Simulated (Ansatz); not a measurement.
# Cl on Mo(100): change of the work function, part 2 of 5

Wanted: Δφ(θ) for Cl/Mo(100), starting from the hollow site.

Ansatz 0.2.0; plane-wave DFT, RPBE, Ansatz PAW (the session's first sound run).

So far, work function, upper face (eV): step 2 (the clean slab) 3.71.

## (3) The covered slab, k-mesh 5×5×1, coverage 0.25 ML

System of this step: Cl/Mo(100). The cell holds 21 atoms: 20 Mo and 1 Cl. Its edges and angles: a = 6.300 Å, b = 6.300 Å, c = 25.702 Å, α = 90.0°, β = 90.0°, γ = 90.0°. Vacuum lies along c.

The clean slab as it ended is repeated in the plane and the adsorbate is set on one face; the cell's size fixes the coverage, and the k-mesh shrinks with it to keep the sampling density about even. Adsorbate and upper layers relax, since the dipole depends on the height.

The input, input.yaml:

```yaml
crystal:
  lattice:
    - [6.3, 0.0, 0.0]
    - [0.0, 6.3, 0.0]
    - [0.0, 0.0, 25.7019186934]
  atoms:
    - { symbol: Mo, position: [0.0, 0.0, 0.3501684099] }
    - { symbol: Mo, position: [0.25, 0.25, 0.4114478816] }
    - { symbol: Mo, position: [0.0, 0.0, 0.4722565799] }
    - { symbol: Mo, position: [0.25, 0.25, 0.536644325] }
    - { symbol: Mo, position: [0.0, 0.0, 0.5912876859] }
    - { symbol: Mo, position: [0.0, 0.5, 0.3501684099] }
    - { symbol: Mo, position: [0.25, 0.75, 0.4114478816] }
    - { symbol: Mo, position: [0.0, 0.5, 0.4722565799] }
    - { symbol: Mo, position: [0.25, 0.75, 0.536644325] }
    - { symbol: Mo, position: [0.0, 0.5, 0.5912876859] }
    - { symbol: Mo, position: [0.5, 0.0, 0.3501684099] }
    - { symbol: Mo, position: [0.75, 0.25, 0.4114478816] }
    - { symbol: Mo, position: [0.5, 0.0, 0.4722565799] }
    - { symbol: Mo, position: [0.75, 0.25, 0.536644325] }
    - { symbol: Mo, position: [0.5, 0.0, 0.5912876859] }
    - { symbol: Mo, position: [0.5, 0.5, 0.3501684099] }
    - { symbol: Mo, position: [0.75, 0.75, 0.4114478816] }
    - { symbol: Mo, position: [0.5, 0.5, 0.4722565799] }
    - { symbol: Mo, position: [0.75, 0.75, 0.536644325] }
    - { symbol: Mo, position: [0.5, 0.5, 0.5912876859] }
    - { symbol: Cl, position: [0.25, 0.25, 0.6498315901] }
kpoints:
  mp_grid: { grid: [5, 5, 1] }
hamiltonian:
  xc: rpbe
scf:
  occupations: { method: fermi_dirac, width: 0.1 }
  convergence: { dr2_threshold: 1.0e-08 }
efield:
  axis: 3
  dipole_correction: true
  ramp_position: 0.97
  ramp_width: 0.06
relax:
  f_tol: 0.02
  max_steps: 60
  constraints: [{ sites: [0, 1, 5, 6, 10, 11, 15, 16] }]
output:
  bader: true
  dos: { projected: true, e_range: [-8, 4] }
  write_potential: true
  write_density: true
  volumetric_format: npy
  elf: true
```

On the command line:

```sh
$ ansatz run input.yaml --threads 4 --pin off --max-ram 12288MiB --backend cpu --events-out ev --progress --plain --runs-dir out
```

Numbers of over 12 decimals in the logs are rounded to 6 here.

Output:

```text
[...]
Crystal: 21 atoms, lattice volume = 1020.109 Å³
Basis set: ecut = 420 eV, 19953 PW (Γ), exchange–correlation on 90×90×360 points (8 copies of the dense FFT grid, shifted against one another)
Bands: 173, of which v1, the nominal top of the filled ones, is band 144 counted from 1 (143 counted from 0)
Symmetry: 8 space group operations
[...]
k-points: 6 of 25
[...]
SCF iter   1: F=—  HF=-100331.025012 eV  |F-HF|=—  |Δ(HF+E_count)|=         —  Δρ=9.29e-3  dr2=4.20e0  ethr=1.77e-3  p=0.026 e·Å  D=4.57e-3 V/Å  ΔV_dip=-0.12 eV  dr2_dipole=3.70e-2  V_vac-E_F(+/−)=3.78/3.90 eV  ⟨swp⟩=9.8  Hψ=5144  notcnv=0
[...]
SCF iter  11: F=-100330.812491 eV  HF=-100330.812491 eV  |F-HF|=1.66e-9  |Δ(HF+E_count)|=   2.34e-8  Δρ=5.17e-7  dr2=7.41e-9  ethr=3.48e-12  p=-0.001 e·Å  D=-2.62e-4 V/Å  ΔV_dip=0.01 eV  dr2_dipole=3.17e-11  V_vac-E_F(+/−)=3.83/3.82 eV  ⟨swp⟩=12.0  Hψ=7739  notcnv=0
SCF 1 converged in 11 iterations: F = -100330.812491 eV  dr2 = 7.41e-9
[...]
relax step   1: F+E_penalty+E_count = -100330.81249087 eV  Δ(F+E_penalty+E_count) = +0.000e0 eV  max|allowed force component| = 1.123e0 eV/Å  Δτ_max = 0.0000 Å  (11 SCF iters, accepted)
[...]
SCF iter  10: F=-100331.130672 eV  HF=-100331.130672 eV  |F-HF|=1.01e-8  |Δ(HF+E_count)|=   4.99e-8  Δρ=6.29e-7  dr2=9.25e-9  ethr=3.48e-12  p=-0.045 e·Å  D=-7.98e-3 V/Å  ΔV_dip=0.21 eV  dr2_dipole=1.11e-9  V_vac-E_F(+/−)=4.02/3.82 eV  ⟨swp⟩=12.3  Hψ=7916  notcnv=0
SCF 2 converged in 10 iterations: F = -100331.130672 eV  dr2 = 9.25e-9
relax step   2: F+E_penalty+E_count = -100331.13067230 eV  Δ(F+E_penalty+E_count) = -3.182e-1 eV  max|allowed force component| = 3.677e-1 eV/Å  Δτ_max = 0.1950 Å  (10 SCF iters, accepted)
[...]
SCF iter  10: F=-100331.268251 eV  HF=-100331.268251 eV  |F-HF|=1.20e-8  |Δ(HF+E_count)|=   4.93e-8  Δρ=6.31e-7  dr2=6.28e-9  ethr=3.48e-12  p=-0.069 e·Å  D=-1.23e-2 V/Å  ΔV_dip=0.32 eV  dr2_dipole=5.77e-10  V_vac-E_F(+/−)=4.12/3.81 eV  ⟨swp⟩=9.0  Hψ=8368  notcnv=0
SCF 3 converged in 10 iterations: F = -100331.268251 eV  dr2 = 6.28e-9
[...]
relax step   3: F+E_penalty+E_count = -100331.26825145 eV  Δ(F+E_penalty+E_count) = -1.376e-1 eV  max|allowed force component| = 9.549e-1 eV/Å  Δτ_max = 0.1948 Å  (10 SCF iters, accepted)
[...]
relax step   4: F+E_penalty+E_count = -100331.30443895 eV  Δ(F+E_penalty+E_count) = -3.619e-2 eV  max|allowed force component| = 2.019e-1 eV/Å  Δτ_max = 0.0527 Å  (10 SCF iters, accepted)
[...]
relax step   5: F+E_penalty+E_count = -100331.30991255 eV  Δ(F+E_penalty+E_count) = -5.474e-3 eV  max|allowed force component| = 8.407e-2 eV/Å  Δτ_max = 0.0305 Å  (8 SCF iters, accepted)
[...]
relax step   6: F+E_penalty+E_count = -100331.31089757 eV  Δ(F+E_penalty+E_count) = -9.850e-4 eV  max|allowed force component| = 2.505e-2 eV/Å  Δτ_max = 0.0202 Å  (8 SCF iters, accepted)
SCF iter   1: F=—  HF=-100331.311503 eV  |F-HF|=—  |Δ(HF+E_count)|=         —  Δρ=1.59e-4  dr2=1.52e-3  ethr=3.75e-7  p=-0.056 e·Å  D=-9.87e-3 V/Å  ΔV_dip=0.25 eV  dr2_dipole=4.51e-4  V_vac-E_F(+/−)=4.06/3.81 eV  ⟨swp⟩=2.5  Hψ=1676  notcnv=0
[...]
SCF iter   7: F=-100331.310974 eV  HF=-100331.310974 eV  |F-HF|=1.24e-9  |Δ(HF+E_count)|=   1.81e-8  Δρ=4.12e-7  dr2=6.47e-9  ethr=3.48e-12  p=-0.055 e·Å  D=-9.71e-3 V/Å  ΔV_dip=0.25 eV  dr2_dipole=1.29e-9  V_vac-E_F(+/−)=4.06/3.81 eV  ⟨swp⟩=11.3  Hψ=7508  notcnv=0
SCF 7 converged in 7 iterations: F = -100331.310974 eV  dr2 = 6.47e-9
relax step   7: F+E_penalty+E_count = -100331.31097381 eV  Δ(F+E_penalty+E_count) = -7.624e-5 eV  max|allowed force component| = 3.226e-3 eV/Å  Δτ_max = 0.0031 Å  (7 SCF iters, accepted)
NSCF: frozen V_eff on 6 k-points
[...]
SCF converged after 7 iterations
Free energy (F): -100331.310974 eV
[...]
Internal energy: -100330.518327 eV  (E = F + TS)
E sigma→0 (E₀):  -100330.914650 eV
Entropy (-TS):   -0.792647 eV (-37.745 meV/atom)
Fermi energy:    4.035691 eV
Dipole field:    D = -0.009736 V/Å  (p = -0.054888 e·Å, saw-weighted, corrected)
Work function:   Φ+ = 4.0562 eV   Φ− = 3.8060 eV
[...]
--- Forces (eV/Å), atoms counted from 1 ---
  atom   1  Mo     0.02665314     0.02665314     0.99406656
  atom   2  Mo     0.00000000     0.00000000    -1.10862498
  atom   3  Mo    -0.00244577    -0.00244577     0.00149603
  atom   4  Mo     0.00000000     0.00000000     0.00322580
  atom   5  Mo    -0.00233774    -0.00233774    -0.00009502
  atom   6  Mo     0.02665314    -0.02665314     0.99406656
  atom   7  Mo     0.00000000     0.00000000    -1.01005456
  atom   8  Mo    -0.00244577     0.00244577     0.00149603
  atom   9  Mo    -0.00000000     0.00000000     0.00114496
  atom  10  Mo    -0.00233774     0.00233774    -0.00009502
  atom  11  Mo    -0.02665314     0.02665314     0.99406656
  atom  12  Mo    -0.00000000     0.00000000    -1.01005456
  atom  13  Mo     0.00244577    -0.00244577     0.00149603
  atom  14  Mo     0.00000000     0.00000000     0.00114496
  atom  15  Mo     0.00233774    -0.00233774    -0.00009502
  atom  16  Mo    -0.02665314    -0.02665314     0.99406656
  atom  17  Mo     0.00000000     0.00000000    -0.86105218
  atom  18  Mo     0.00244577     0.00244577     0.00149603
  atom  19  Mo     0.00000000     0.00000000     0.00310962
  atom  20  Mo     0.00233774     0.00233774    -0.00009502
  atom  21  Cl    -0.00000000     0.00000000    -0.00069776
  max |Σ_I F_I| component: 1.15e-5 eV/Å
--- Band table (eV; the first three rows and the last of 6) ---
  k-point 0: bands = [... 140 lower, 3.9493, 3.9781, 3.9860, 3.9860, 3.9958, 4.2391, 4.2534, 4.6359, ... 25 higher]
  k-point 1: bands = [... 140 lower, 3.9165, 4.0212, 4.0601, 4.0846, 4.1113, 4.2379, 4.5187, 4.5436, ... 25 higher]
  k-point 2: bands = [... 140 lower, 3.6961, 3.8597, 4.0496, 4.2272, 4.3146, 4.3515, 4.4526, 4.5422, ... 25 higher]
  k-point 5: bands = [... 140 lower, 3.6661, 3.6953, 3.8836, 3.9093, 3.9873, 3.9882, 4.0352, 4.0488, ... 25 higher]
--- Relaxed structure (7 steps of the walk, 7 accepted, 0 SCFs on fresh bases) ---
  F+E_penalty+E_count = -100331.31097381 eV   max|allowed force component| = 3.226e-3 eV/Å
  atoms:
    - { symbol: Mo, position: [0.0, 0.0, 0.350168] }
    - { symbol: Mo, position: [0.250000, 0.250000, 0.411448] }
    - { symbol: Mo, position: [-0.00294664, -0.00294664, 0.472557] }
    - { symbol: Mo, position: [0.250000, 0.250000, 0.531482] }
    - { symbol: Mo, position: [0.020504, 0.020504, 0.593016] }
    - { symbol: Mo, position: [0.0, 0.500000, 0.350168] }
    - { symbol: Mo, position: [0.250000, 0.750000, 0.411448] }
    - { symbol: Mo, position: [-0.00294664, 0.502947, 0.472557] }
    - { symbol: Mo, position: [0.250000, 0.750000, 0.536390] }
    - { symbol: Mo, position: [0.020504, 0.479496, 0.593016] }
    - { symbol: Mo, position: [0.500000, 0.0, 0.350168] }
    - { symbol: Mo, position: [0.750000, 0.250000, 0.411448] }
    - { symbol: Mo, position: [0.502947, -0.00294664, 0.472557] }
    - { symbol: Mo, position: [0.750000, 0.250000, 0.536390] }
    - { symbol: Mo, position: [0.479496, 0.020504, 0.593016] }
    - { symbol: Mo, position: [0.500000, 0.500000, 0.350168] }
    - { symbol: Mo, position: [0.750000, 0.750000, 0.411448] }
    - { symbol: Mo, position: [0.502947, 0.502947, 0.472557] }
    - { symbol: Mo, position: [0.750000, 0.750000, 0.539151] }
    - { symbol: Mo, position: [0.479496, 0.479496, 0.593016] }
    - { symbol: Cl, position: [0.250000, 0.250000, 0.663742] }
--- Bader charges: 21 sites ---
  site symbol  charge [e]  shift [e]
     0     Mo     -0.0742     0.0000
     1     Mo      0.0498     0.0000
     2     Mo      0.0660     0.0000
     3     Mo      0.1210     0.0001
     4     Mo      0.0825     0.0000
     5     Mo     -0.0742     0.0000
     6     Mo      0.0419     0.0000
     7     Mo      0.0659     0.0000
     8     Mo      0.0458     0.0001
     9     Mo      0.0824     0.0000
    10     Mo     -0.0742     0.0000
    11     Mo      0.0418     0.0000
    12     Mo      0.0660     0.0000
    13     Mo      0.0458     0.0001
    14     Mo      0.0825     0.0000
    15     Mo     -0.0742     0.0000
    16     Mo      0.0447     0.0000
    17     Mo      0.0660     0.0000
    18     Mo     -0.0120     0.0000
    19     Mo      0.0824     0.0000
    20     Cl     -0.6758     0.0002
  estimated error of the sums over rays = 8.4e-4 e
```

The job ended after 5.4 min (4 threads of Arm Neoverse V1, shared host; peak memory 3.8 GiB; 21 min of CPU time).

This run has no spin polarisation although its electron count is odd.

Relaxation path:

```
step  energy less that of the first step (eV)  largest force component (eV/Å)
   1                                   0.0000                          1.1229
   2                                  -0.3182                          0.3677
   3                                  -0.4558                          0.9549
   4                                  -0.4919                          0.2019
   5                                  -0.4974                          0.0841
   6                                  -0.4984                          0.0250
   7                                  -0.4985                          0.0032
```

The run keeps the 8 symmetry operations that it works with, so distortions that break them were not tested.

The atoms that moved most (Å):

```
atom      dx      dy      dz  length
Cl21   0.000   0.000   0.358   0.358
 Mo5   0.129   0.129   0.044   0.188
Mo15  -0.129   0.129   0.044   0.188
Mo10   0.129  -0.129   0.044   0.188
Mo20  -0.129  -0.129   0.044   0.188
 Mo4   0.000   0.000  -0.133   0.133
Mo19   0.000   0.000   0.064   0.064
Mo18   0.019   0.019   0.008   0.027
```

Final coordinates:

```xyz
21
Lattice="6.3000 0.0000 0.0000 0.0000 6.3000 0.0000 0.0000 0.0000 25.7019" Properties=species:S:1:pos:R:3
Mo    0.0000    0.0000    9.0000
Mo    1.5750    1.5750   10.5750
Mo   -0.0186   -0.0186   12.1456
Mo    1.5750    1.5750   13.6601
Mo    0.1292    0.1292   15.2416
Mo    0.0000    3.1500    9.0000
Mo    1.5750    4.7250   10.5750
Mo   -0.0186    3.1686   12.1456
Mo    1.5750    4.7250   13.7862
Mo    0.1292    3.0208   15.2416
Mo    3.1500    0.0000    9.0000
Mo    4.7250    1.5750   10.5750
Mo    3.1686   -0.0186   12.1456
Mo    4.7250    1.5750   13.7862
Mo    3.0208    0.1292   15.2416
Mo    3.1500    3.1500    9.0000
Mo    4.7250    4.7250   10.5750
Mo    3.1686    3.1686   12.1456
Mo    4.7250    4.7250   13.8572
Mo    3.0208    3.0208   15.2416
Cl    1.5750    1.5750   17.0594
```

This step gave:

| Item | Value |
| --- | --- |
| energy at zero smearing | -100330.9147 eV |
| work function, upper face | 4.056 eV |
| work function, lower face | 3.806 eV |
| dipole along the normal | -0.05489 e·Å |
| step between the vacuum levels | 0.2502 eV |

Running mean over 1.575 Å of the planar mean; the ramp of the sawtooth is left out. Table of electron's electrostatic potential energy less the Fermi level by z:

z (Å), electron's electrostatic potential energy less the Fermi level (eV) and a bar from the least value:
```
        3        3.8 ##############################
        4        3.8 ##############################
        5        3.8 ##############################
        6        3.7 #############################
        7        3.1 ############################
        8       -2.6 ##################
        9      -11.6 ###
       10      -12.5 #
       11      -12.9 #
       12      -12.8 #
       13      -12.3 ##
       14      -13.2 
       15      -13.0 
       16       -6.2 ############
       17        0.6 ########################
       18        3.0 ############################
       19        4.0 ##############################
       20        4.1 ##############################
       21        4.1 ##############################
       22        4.1 ##############################
```

The density of states has structure finer than the step of the table below, so its rows give means over 0.25 eV, whole bins alone (the curve runs from -8 to 1.74 eV). Peaks (eV: height): -3.490: 55.4, -2.800: 70.0, -2.740: 51.7, -2.650: 70.5, 0.870: 54.2, 1.080: 65.3, 1.500: 54.6.

The density of states by energy, zero at the Fermi level; means over each step:

energy (eV), density of states (states/eV a cell) and a bar:
```
    -6.75        0.0 
    -6.50        0.5 
    -6.25        1.9 #
    -6.00        4.6 ###
    -5.75        6.7 #####
    -5.50       13.3 #########
    -5.25        1.4 #
    -5.00        4.8 ###
    -4.75       10.8 #######
    -4.50       20.3 ##############
    -4.25       18.9 #############
    -4.00       18.5 ############
    -3.75       15.2 ##########
    -3.50       32.6 ######################
    -3.25       34.0 #######################
    -3.00       22.2 ###############
    -2.75       44.5 ##############################
    -2.50       24.1 ################
    -2.25       20.5 ##############
    -2.00       32.9 ######################
    -1.75       27.9 ###################
    -1.50       23.1 ################
    -1.25       23.7 ################
    -1.00       21.2 ##############
    -0.75       26.9 ##################
    -0.50       21.0 ##############
    -0.25       15.1 ##########
     0.00       26.5 ##################
     0.25       21.0 ##############
     0.50       19.2 #############
     0.75       18.6 #############
     1.00       32.5 ######################
     1.25       28.2 ###################
     1.50       36.7 #########################
```

Projected DOS per atom over height of the atomic layer and energy from the Fermi level. Layers: Mo4 Mo4 Mo4 Mo4 Mo4 Cl from below.

Ten even steps from '_' (0.0 states/eV) to '@' (7.5 states/eV), each cell a mean:
```
::::::::::__
::........__
..__..__..__
--__..__::__
::______..__
::..__..::__
........::__
..........__
::......::__
..........__
..::..::..__
..::::::..__
__......____
__..::..____
__......____
____________
__________@@
__________::
____________
____________
____________
____________
```
Columns: height of the atomic layer (Å) from 9 to 17.1 (not evenly spaced); rows upwards: energy from the Fermi level (eV) from -7.96 to 1.65.

Electrostatic potential energy in the ca plane at fractional y = 0.250, with atoms of Mo and Cl within 0.2 Å of it. With pseudopotentials it is smooth inside the atoms' cores, unlike the true potential.

Ten even steps from '0' (-65 eV) to '9' (8 eV), each cell a mean:
```
99999999999999999999999999999999999999999999
99999876789999866789999999999999999999999999
99998621368998521479999999999999999999999999
99998300048997200169999999999999999999999999
99998300048997200169999999999999999999999999
99998621369998521479999999999999999999999999
99999876789999866789999999999999999999999999
99999999999999999999999999999999999999999999
99999999999999999999999999999999999999999999
99999988899999888899999999999999999999999999
99999743579998534689999866899999999999999999
99998400158986200379998522589999999999999999
99997300048985000279998411389999999999999999
99998400158996200379998522589999999999999999
99999744589998544789999866899999999999999999
99999988899999888999999999999999999999999999
99999999999999999999999999999999999999999999
```
Columns run along c (16.0 Å, from fractional 0.32 to 0.94 of the cell; values clipped at the 3rd and 97th percentile), rows up along a (6.3 Å). Atoms in or near the plane, at fractional coordinates: Mo at (0.41, 0.25), Mo at (0.53, 0.25), Mo at (0.41, 0.75), Mo at (0.54, 0.75), Cl at (0.66, 0.25).

Valence density in the ca plane at fractional y = 0.250, with atoms of Mo and Cl within 0.2 Å of it. It is the smooth field of the valence electrons, not physical close to the nuclei.

Ten steps, logarithmic in the rise over the least value, from '0' (0.0 e/Å³) to '9' (6.5 e/Å³), each cell a mean:
```
12233333333333333333332110000000000000000000
12233455543333455543321100000000000000000000
11234689853334788753221100000000000000000000
11234799974335899963221000000000000000000000
11234799974335899963221000000000000000000000
11234688853334788753221100000000000000000000
12233455543333455543321100000000000000000000
12233333333333333333332110000000000000000000
12333333333333333333332221100000000000000000
12233344433333444443333344320000000000000000
12233577653334677543334566531000000000000000
11234799964336899743235666652000000000000000
11234899974336999853235654753100000000000000
11234799964336899743235666652000000000000000
12233577643334677543334566531000000000000000
12233344433333444443333344310000000000000000
12333333333333333333332221100000000000000000
```
Columns run along c (16.0 Å, from fractional 0.32 to 0.94 of the cell), rows up along a (6.3 Å). Atoms in or near the plane, at fractional coordinates: Mo at (0.41, 0.25), Mo at (0.53, 0.25), Mo at (0.41, 0.75), Mo at (0.54, 0.75), Cl at (0.66, 0.25).

ELF in the ca plane at fractional y = 0.250, with atoms of Mo and Cl within 0.2 Å of it. It is the smooth field of the valence electrons, not physical close to the nuclei.

Ten even steps from '0' (0.00) to '9' (0.89), each cell a mean:
```
33344422344444322355443111000000000000000000
33443233234543233335543210000000000000000000
34442477732432577633554210000000000000000000
34432675752322765732454321000000000000000000
34432675752322765732454321000000000000000000
34442477632432577633554210000000000000000000
33444223234543223235543210000000000000000000
33344422344444322355443111000000000000000000
33344433454445433454432234321000000000000000
33444321234543212344323688764200000000000000
34443355533542455334325899986310000000000000
34432577742424777623227977998520000000000000
34422664752324746722237845998520000000000000
34432577742423777623227977998520000000000000
34443355433542455334325899986310000000000000
33444321234543212344323578764200000000000000
33344433454445433454432234321000000000000000
```
Columns run along c (16.0 Å, from fractional 0.32 to 0.94 of the cell), rows up along a (6.3 Å). Atoms in or near the plane, at fractional coordinates: Mo at (0.41, 0.25), Mo at (0.53, 0.25), Mo at (0.41, 0.75), Mo at (0.54, 0.75), Cl at (0.66, 0.25).

The relaxation took 7 steps and lowered the energy by 0.50 eV; the largest force on the free atoms ends at 0.0032 eV/Å.

By hand: a sheet of dipoles makes a step −p/(ε₀A) in the electron's potential. With e/ε₀ = 180.95 V·Å, p = -0.05489 e·Å and A = 39.69 Å², that is −180.95 × (-0.05489) / 39.69 = +0.250 eV, and the two vacuum levels of the run differ by +0.250 eV.

The covered face has 4.06 eV, +0.34 eV against the clean one; the bare back face has moved by -0.01 eV, a measure of how thin the slab is.

[end of part 2 of 5]

[Logs are printed without paths, hosts, clocks, repeated set-up lines and the standing remarks that a program may print on its own settings, such as how far it seeks lower states.]

[Hosts, paths, dates, database ids (printed as entryN), source tags and the programs' standing remarks are cut or masked in the printed files.]

[Maps of the electrostatic potential energy from Ansatz leave out the sawtooth potential of an applied field or a dipole correction, so their vacuum need not be flat; planar profiles and work functions include it.]

[The density of states shown here was stored with 400 of the rows of the run's finer table, so its peaks can read low, often by over a quarter, or be missed, and its means over a window can be off by a tenth or more.]
